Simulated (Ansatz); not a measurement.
# Rb on Al(100): change of the work function, part 5 of 5

Aim: the work function of Al(100) at several coverages of Rb (hollow site), and the dipole that each adsorbate carries.

Ansatz 0.2.0; plane-wave DFT, LDA, Ansatz PAW (the session's first sound run).

So far, work function, upper face (eV): step 2 (the clean slab, LDA) 4.49; step 6 (the 0.25 ML cell at another level of theory, functional PBEsol) 1.79; step 7 (the 0.25 ML cell at another level of theory, functional RPBE) 1.78; step 8 (the 0.25 ML cell at another level of theory, functional revpbe) 1.75; step 10 (varying the input: efield.ramp_width = 0.15, LDA) 1.92.

## (11) The same run with other settings: efield.amplitude = 0.1

System of this step: Al(100). The cell holds 4 atoms: 4 Al. Its edges and angles: a = 2.864 Å, b = 2.864 Å, c = 24.075 Å, α = 90.0°, β = 90.0°, γ = 90.0°. Vacuum lies along c.

Another changed input: it repeats the earlier run at 0 ML with efield.amplitude to 0.1.

input.yaml reads:

```yaml
crystal:
  lattice:
    - [2.8637824638, 0.0, 0.0]
    - [0.0, 2.8637824638, 0.0]
    - [0.0, 0.0, 24.075]
  atoms:
    - { symbol: Al, position: [0.5, 0.5, 0.3738317757] }
    - { symbol: Al, position: [0.0, 0.0, 0.4579439252] }
    - { symbol: Al, position: [0.5, 0.5, 0.5420560748] }
    - { symbol: Al, position: [0.0, 0.0, 0.6261682243] }
kpoints:
  mp_grid: { grid: [10, 10, 1] }
hamiltonian:
  xc: lda
scf:
  occupations: { method: fermi_dirac, width: 0.1 }
  convergence: { dr2_threshold: 1.0e-08 }
efield:
  axis: 3
  dipole_correction: true
  ramp_position: 0.97
  ramp_width: 0.06
  amplitude: 0.1
relax:
  f_tol: 0.02
  max_steps: 60
  constraints: [{ sites: [0, 1] }]
output:
  write_potential: true
  write_density: true
  volumetric_format: npy
```

Run with:

```console
$ ansatz run input.yaml --threads 2 --pin off --max-ram 3072MiB --backend cpu --events-out ev --progress --plain --runs-dir out
```

Numbers of over 12 decimals in the logs are rounded to 6 here.

Output:

```text
[...]
Crystal: 4 atoms, lattice volume = 197.445 Å³
Basis set: ecut = 420 eV, 3877 PW (Γ)
Bands: 10, of which v1, the nominal top of the filled ones, is band 6 counted from 1 (5 counted from 0)
Symmetry: 8 space group operations
k-points: 21 of 100
[...]
SCF iter   1: F=—  HF=-2051.004566 eV  |F-HF|=—  |Δ(HF+E_count)|=         —  Δρ=1.59e-2  dr2=4.67e0  ethr=3.10e-3  p=0.042 e·Å  D=3.84e-2 V/Å  ΔV_dip=-0.92 eV  dr2_dipole=5.08e-5  V_vac-E_F(+/−)=7.30/6.03 eV  ⟨swp⟩=8.1  Hψ=1912  notcnv=0
[...]
SCF iter   8: F=-2050.323729 eV  HF=-2050.323729 eV  |F-HF|=9.50e-11  |Δ(HF+E_count)|=   3.46e-8  Δρ=3.29e-7  dr2=6.24e-10  ethr=8.33e-11  p=0.043 e·Å  D=3.91e-2 V/Å  ΔV_dip=-0.94 eV  dr2_dipole=7.72e-13  V_vac-E_F(+/−)=5.10/3.84 eV  ⟨swp⟩=9.9  Hψ=1472  notcnv=0
SCF 1 converged in 8 iterations: F = -2050.323729 eV  dr2 = 6.24e-10
[...]
relax step   1: F+E_penalty+E_count = -2050.32372925 eV  Δ(F+E_penalty+E_count) = +0.000e0 eV  max|allowed force component| = 9.894e-2 eV/Å  Δτ_max = 0.0000 Å  (8 SCF iters, accepted)
[...]
SCF iter   7: F=-2050.325944 eV  HF=-2050.325944 eV  |F-HF|=1.11e-10  |Δ(HF+E_count)|=   9.13e-9  Δρ=2.89e-7  dr2=8.08e-10  ethr=8.33e-11  p=0.043 e·Å  D=3.94e-2 V/Å  ΔV_dip=-0.95 eV  dr2_dipole=1.48e-10  V_vac-E_F(+/−)=5.08/3.84 eV  ⟨swp⟩=9.2  Hψ=1394  notcnv=0
SCF 2 converged in 7 iterations: F = -2050.325944 eV  dr2 = 8.08e-10
relax step   2: F+E_penalty+E_count = -2050.32594367 eV  Δ(F+E_penalty+E_count) = -2.214e-3 eV  max|allowed force component| = 2.069e-2 eV/Å  Δτ_max = 0.0561 Å  (7 SCF iters, accepted)
SCF iter   1: F=—  HF=-2050.326199 eV  |F-HF|=—  |Δ(HF+E_count)|=         —  Δρ=2.06e-4  dr2=8.47e-4  ethr=7.87e-5  p=0.043 e·Å  D=3.94e-2 V/Å  ΔV_dip=-0.95 eV  dr2_dipole=1.20e-4  V_vac-E_F(+/−)=5.08/3.84 eV  ⟨swp⟩=2.1  Hψ=747  notcnv=0
[...]
SCF iter   6: F=-2050.326101 eV  HF=-2050.326101 eV  |F-HF|=4.88e-10  |Δ(HF+E_count)|=   3.54e-9  Δρ=2.40e-7  dr2=8.13e-10  ethr=8.33e-11  p=0.043 e·Å  D=3.93e-2 V/Å  ΔV_dip=-0.95 eV  dr2_dipole=2.09e-10  V_vac-E_F(+/−)=5.09/3.84 eV  ⟨swp⟩=8.2  Hψ=1244  notcnv=0
SCF 3 converged in 6 iterations: F = -2050.326101 eV  dr2 = 8.13e-10
relax step   3: F+E_penalty+E_count = -2050.32610081 eV  Δ(F+E_penalty+E_count) = -1.571e-4 eV  max|allowed force component| = 2.628e-3 eV/Å  Δτ_max = 0.0136 Å  (6 SCF iters, accepted)
[...]
SCF converged after 6 iterations
Free energy (F): -2050.326101 eV
[...]
Internal energy: -2050.253687 eV  (E = F + TS)
E sigma→0 (E₀):  -2050.289894 eV
Entropy (-TS):   -0.072414 eV (-18.104 meV/atom)
Fermi energy:    -0.333721 eV
Dipole field:    D = 0.039319 V/Å  (p = 0.042903 e·Å, saw-weighted, corrected)
Work function:   not extracted (applied field tilts the vacuum); planar V_es + V_field profile in the machine report
[...]
--- Forces (eV/Å), atoms counted from 1 ---
  atom   1  Al    -0.00000000     0.00000000    -0.00335554
  atom   2  Al    -0.00000000     0.00000000     0.00013795
  atom   3  Al    -0.00000000     0.00000000     0.00262812
  atom   4  Al     0.00000000     0.00000000     0.00054082
  max |Σ_I F_I| component: 4.86e-5 eV/Å
--- Band table (eV; the first three rows and the last of 21) ---
[...]
--- Relaxed structure (3 steps of the walk, 3 accepted, 0 SCFs on fresh bases) ---
  F+E_penalty+E_count = -2050.32610081 eV   max|allowed force component| = 2.628e-3 eV/Å
  atoms:
    - { symbol: Al, position: [0.5, 0.5, 0.373832] }
    - { symbol: Al, position: [0.0, 0.0, 0.457944] }
    - { symbol: Al, position: [0.5, 0.5, 0.543747] }
    - { symbol: Al, position: [0, 0.0, 0.627934] }
```

Elapsed: 13 s, on 2 threads of Arm Neoverse N1, shared host; peak memory 0.32 GiB; 24 s of CPU time.

The steps of the relaxation:

```csv
step,energy less that of the first step (eV),largest force component (eV/Å)
1,0.0000,0.0989
2,-0.0022,0.0207
3,-0.0024,0.0026
```

The run keeps the 8 symmetry operations that it works with, so distortions that break them were not tested.

The atoms that moved most (Å):

```csv
atom,dx,dy,dz,length
Al4,0.000,0.000,0.043,0.043
Al3,0.000,0.000,0.041,0.041
```

Final coordinates:

```cif
data_structure
_symmetry_space_group_name_H-M 'P 1'
_symmetry_Int_Tables_number 1
_cell_length_a 2.8638
_cell_length_b 2.8638
_cell_length_c 24.0750
_cell_angle_alpha 90.000
_cell_angle_beta 90.000
_cell_angle_gamma 90.000
_cell_volume 197.45
loop_
_atom_site_label
_atom_site_type_symbol
_atom_site_fract_x
_atom_site_fract_y
_atom_site_fract_z
_atom_site_occupancy
Al1 Al 0.50000 0.50000 0.37383 1
Al2 Al 0.00000 0.00000 0.45794 1
Al3 Al 0.50000 0.50000 0.54375 1
Al4 Al 0.00000 0.00000 0.62793 1
```

Numbers from this step:

```yaml
energy_at_zero_smearing: -2050.2899 eV
dipole_along_the_normal: 0.04290 e·Å
```

```csv
quantity,this run,earlier run,difference
dipole along the normal (e·Å),0.04290,3.69e-5,0.043
```

The applied field differs between the two, so the dipoles differ in any case.

## (12) Outcome

| Property | Result |
| --- | --- |
| work function of the clean face | 4.49 eV |
| work function at 0.11 ML | 2.03 eV |
| work function at 0.25 ML | 1.92 eV |
| dipole per adsorbate at 0.11 ML, positive end outwards | 4.74 D |

What this shows: Rb lowers the work function of Al(100) at the lowest coverage, by 2.46 eV: the adsorbate layer has its positive end outwards. The slab has 4 layers, at the tabulated experimental lattice constant, one starting site was run, and quantum-size effects of a slab this thin can reach one or two tenths of an eV. In 1 run of the series (revpbe-paw) the program warns that electrons reach the sawtooth's ramp, which makes dipole and work function less sure.

[Logs are printed without paths, hosts, clocks, repeated set-up lines and the standing remarks that a program may print on its own settings, such as how far it seeks lower states.]

[Hosts, paths, dates, database ids (printed as entryN), source tags and the programs' standing remarks are cut or masked in the printed files.]

[Maps of the electrostatic potential energy from Ansatz leave out the sawtooth potential of an applied field or a dipole correction, so their vacuum need not be flat; planar profiles and work functions include it.]
